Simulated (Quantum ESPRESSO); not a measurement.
**MnCuAs: magnetism against volume**

Wanted: the trend of the moments of MnCuAs with volume.

Calculated with Quantum ESPRESSO 7.5; PBE; plane waves with GBRV 1.5 PBE potentials, no spin-orbit coupling.

Most raw output is cut from this account.

### 1. The structure

The structure is tetragonal, space group P4/nmm (No. 129). The conventional cell has a = 3.820 Å, b = 3.820 Å, c = 6.318 Å, α = 90.00°, β = 90.00°, γ = 90.00°. Nearest to Cu lie 4 As at 2.54 Å and 4 Cu at 2.70 Å and 4 Mn at 2.83 Å. Mn has 5 As at 2.55 to 2.73 Å and 4 Cu at 2.83 Å nearest. Nearest to As lie 4 Cu at 2.54 Å and 5 Mn at 2.55 to 2.73 Å. Farther neighbours are not listed.

The lattice constants were typed from memory of published values and not checked against a source.

### 2. Volume 0.91, ferro ++

All lengths scale alike; the factor is that of the volume. Atoms keep their fractional places. Seeded atoms are those given a starting moment.

pw.in reads:

```
&CONTROL
  calculation = 'scf'
  prefix = 'pwscf'
  outdir = './tmp'
  pseudo_dir = './pseudo'
  disk_io = 'nowf'
  tprnfor = .true.
  tstress = .true.
/
&SYSTEM
  ibrav = 0
  celldm(1) = 8
  nat = 6
  ntyp = 3
  ecutwfc = 40
  ecutrho = 280
  nbnd = 54
  occupations = 'smearing'
  smearing = 'fd'
  degauss = 0.00367493
  nspin = 2
  starting_magnetization(1) = 0
  starting_magnetization(2) = 0.2333
  starting_magnetization(3) = 0
/
&ELECTRONS
  conv_thr = 1.2d-08
  electron_maxstep = 150
  mixing_beta = 0.3
/
ATOMIC_SPECIES
Cu     63.5460 cu_pbe_v1.2.uspp.F.UPF
Mn     54.9380 mn_pbe_v1.5.uspp.F.UPF
As     74.9216 as_pbe_v1.uspp.F.UPF
CELL_PARAMETERS alat
   0.8744185732113    0.0000000000000    0.0000000000000
   0.0000000000000    0.8744185732113    0.0000000000000
   0.0000000000000    0.0000000000000    1.4462242265834
ATOMIC_POSITIONS crystal
Cu      0.7500000000    0.2500000000    0.0000000000
Cu      0.2500000000    0.7500000000    0.0000000000
Mn      0.2500000000    0.2500000000    0.6700000000
Mn      0.7500000000    0.7500000000    0.3300000000
As      0.2500000000    0.2500000000    0.2660000000
As      0.7500000000    0.7500000000    0.7340000000
K_POINTS automatic
8 8 8 0 0 0
```

Started as:

```
$ OMP_NUM_THREADS=1 mpirun -n 4 pw.x -nk 4 -in pw.in > pw.out
```

Wall time 2 min (4 MPI ranks of Arm Neoverse V2, shared host); peak memory 0.74 GiB.

Spin moment in the atom's sphere by atom:

```tsv
atom	spin moment in the atom's sphere (μB)
Cu1	0.05
Cu2	0.05
Mn3	3.39
Mn4	3.39
As5	-0.01
As6	-0.01
```

Numbers from this step:

```
smearing term TS       : 0.02850 eV
pressure               : 7.793 GPa
magnetization          : 7.286 μB
absolute magnetization : 7.65 μB
final state            : ferromagnetic
```

### 3. Volume 0.91, antiferro +-

Edit pw.in of step 2 so:

```diff
@@ -13,6 +13,6 @@
   nat = 6
-  ntyp = 3
+  ntyp = 4
   ecutwfc = 40
   ecutrho = 280
-  nbnd = 54
+  nbnd = 50
   occupations = 'smearing'
@@ -23,3 +23,4 @@
   starting_magnetization(2) = 0.2333
-  starting_magnetization(3) = 0
+  starting_magnetization(3) = -0.2333
+  starting_magnetization(4) = 0
 /
@@ -32,3 +33,4 @@
 Cu     63.5460 cu_pbe_v1.2.uspp.F.UPF
-Mn     54.9380 mn_pbe_v1.5.uspp.F.UPF
+Mn1    54.9380 mn_pbe_v1.5.uspp.F.UPF
+Mn2    54.9380 mn_pbe_v1.5.uspp.F.UPF
 As     74.9216 as_pbe_v1.uspp.F.UPF
@@ -41,4 +43,4 @@
 Cu      0.2500000000    0.7500000000    0.0000000000
-Mn      0.2500000000    0.2500000000    0.6700000000
-Mn      0.7500000000    0.7500000000    0.3300000000
+Mn1     0.2500000000    0.2500000000    0.6700000000
+Mn2     0.7500000000    0.7500000000    0.3300000000
 As      0.2500000000    0.2500000000    0.2660000000
```

Elapsed: 2.1 min, on 4 MPI ranks; peak memory 0.73 GiB; 8.5 min of CPU time.

Spin moment in the atom's sphere by atom:

```tsv
atom	spin moment in the atom's sphere (μB)
Cu1	0.00
Cu2	0.00
Mn3	3.36
Mn4	-3.36
As5	0.00
As6	0.00
```

Read from the output:

```
smearing term TS       : 0.01300 eV
pressure               : 7.051 GPa
magnetization          : 0 μB
absolute magnetization : 7.598 μB
final state            : antiferromagnetic
```

### 4. Volume 0.91, no spin polarisation

Edit pw.in of step 3 so:

```diff
@@ -13,3 +13,3 @@
   nat = 6
-  ntyp = 4
+  ntyp = 3
   ecutwfc = 40
@@ -20,7 +20,2 @@
   degauss = 0.00367493
-  nspin = 2
-  starting_magnetization(1) = 0
-  starting_magnetization(2) = 0.2333
-  starting_magnetization(3) = -0.2333
-  starting_magnetization(4) = 0
 /
@@ -33,4 +28,3 @@
 Cu     63.5460 cu_pbe_v1.2.uspp.F.UPF
-Mn1    54.9380 mn_pbe_v1.5.uspp.F.UPF
-Mn2    54.9380 mn_pbe_v1.5.uspp.F.UPF
+Mn     54.9380 mn_pbe_v1.5.uspp.F.UPF
 As     74.9216 as_pbe_v1.uspp.F.UPF
@@ -43,4 +37,4 @@
 Cu      0.2500000000    0.7500000000    0.0000000000
-Mn1     0.2500000000    0.2500000000    0.6700000000
-Mn2     0.7500000000    0.7500000000    0.3300000000
+Mn      0.2500000000    0.2500000000    0.6700000000
+Mn      0.7500000000    0.7500000000    0.3300000000
 As      0.2500000000    0.2500000000    0.2660000000
```

Elapsed: 63 s, on 4 MPI ranks; peak memory 0.57 GiB; 4.2 min of CPU time.

Read from the output:

```
smearing term TS : 0.1350 eV
pressure         : -7.107 GPa
final state      : non-magnetic (no spin polarisation)
```

### 5. Volume 1.09, ferro ++

Edit pw.in of step 4 so:

```diff
@@ -16,3 +16,3 @@
   ecutrho = 280
-  nbnd = 50
+  nbnd = 54
   occupations = 'smearing'
@@ -20,2 +20,6 @@
   degauss = 0.00367493
+  nspin = 2
+  starting_magnetization(1) = 0
+  starting_magnetization(2) = 0.2333
+  starting_magnetization(3) = 0
 /
@@ -31,5 +35,5 @@
 CELL_PARAMETERS alat
-   0.8744185732113    0.0000000000000    0.0000000000000
-   0.0000000000000    0.8744185732113    0.0000000000000
-   0.0000000000000    0.0000000000000    1.4462242265834
+   0.9286407609068    0.0000000000000    0.0000000000000
+   0.0000000000000    0.9286407609068    0.0000000000000
+   0.0000000000000    0.0000000000000    1.5359037506322
 ATOMIC_POSITIONS crystal
```

The job ended after 2.7 min (4 MPI ranks; peak memory 0.85 GiB; 11 min of CPU time).

Read from the output:

```
smearing term TS       : 0.03188 eV
pressure               : -7.687 GPa
magnetization          : 8.371 μB
absolute magnetization : 8.612 μB
final state            : ferromagnetic
largest moment         : 3.889 μB
```

### 6. Trends

The runs not shown differ from these in the moved quantity alone.

States, by row:

```tsv
volume	ferro ++	antiferro +-	no spin polarisation
0.91	ferromagnetic	antiferromagnetic	non-magnetic
0.94	ferromagnetic	antiferromagnetic	non-magnetic
0.97	ferromagnetic	antiferromagnetic	non-magnetic
1	ferromagnetic	antiferromagnetic	non-magnetic
1.03	ferromagnetic	antiferromagnetic	non-magnetic
1.06	ferromagnetic	antiferromagnetic	non-magnetic
1.09	ferromagnetic	antiferromagnetic	non-magnetic
```

Largest site moment against volume:

```tsv
volume (factor)	ferro ++ (μB)	antiferro +- (μB)
0.9100	3.39	3.36
0.9400	3.50	3.47
0.9700	3.59	3.57
1.0000	3.67	3.66
1.0300	3.74	3.74
1.0600	3.81	3.82
1.0900	3.89	3.89
```

Table of energy less that of the parallel start by volume; values in meV a seeded atom:

```tsv
volume (factor)	antiferro +-	no spin polarisation
0.9100	-148	907
0.9400	-142	1034
0.9700	-137	1159
1.0000	-134	1279
1.0300	-131	1396
1.0600	-129	1508
1.0900	-127	1617
```

Energy over the lowest against volume; values in meV an atom:

```tsv
volume (factor)	ferro ++	antiferro +-	no spin polarisation
0.9100	70.1	20.7	372
0.9400	52.7	5.47	398
0.9700	45.7	0	432
1.0000	47.3	2.77	474
1.0300	56.2	12.5	521
1.0600	71.3	28.2	574
1.0900	91.1	48.8	630
```

### 7. What came out

| Quantity | Value |
| --- | --- |
| moment, parallel start | 3.39 to 3.89 μB |
| states met from these starts | antiferromagnetic and ferromagnetic |

What this shows: The moment of the parallel start goes from 3.39 μB at 0.91 to 3.89 μB at 1.09. The net moment of the cell goes from 7.29 to 8.37 μB. The radius of the spheres follows the nearest distance, so part of the change of the site moments is the spheres'. The largest moment of the start antiferro +- lies between 3.36 and 3.89 μB. The start antiferro +- lies under the parallel one at every finished point, by 127 to 148 meV a seeded atom.

[Logs and program files are shortened in this print: banners, set-up blocks, solver, clock and traceback lines can be left out without a mark of their own.]

[Logs are printed without paths, hosts, clocks, repeated set-up lines and the standing remarks that a program may print on its own settings, such as how far it seeks lower states.]

[Hosts, paths, dates, database ids (printed as entryN), source tags and the programs' standing remarks are cut or masked in the printed files.]

[Where a cell is said to come from a database of computed structures, the database is the Materials Project.]
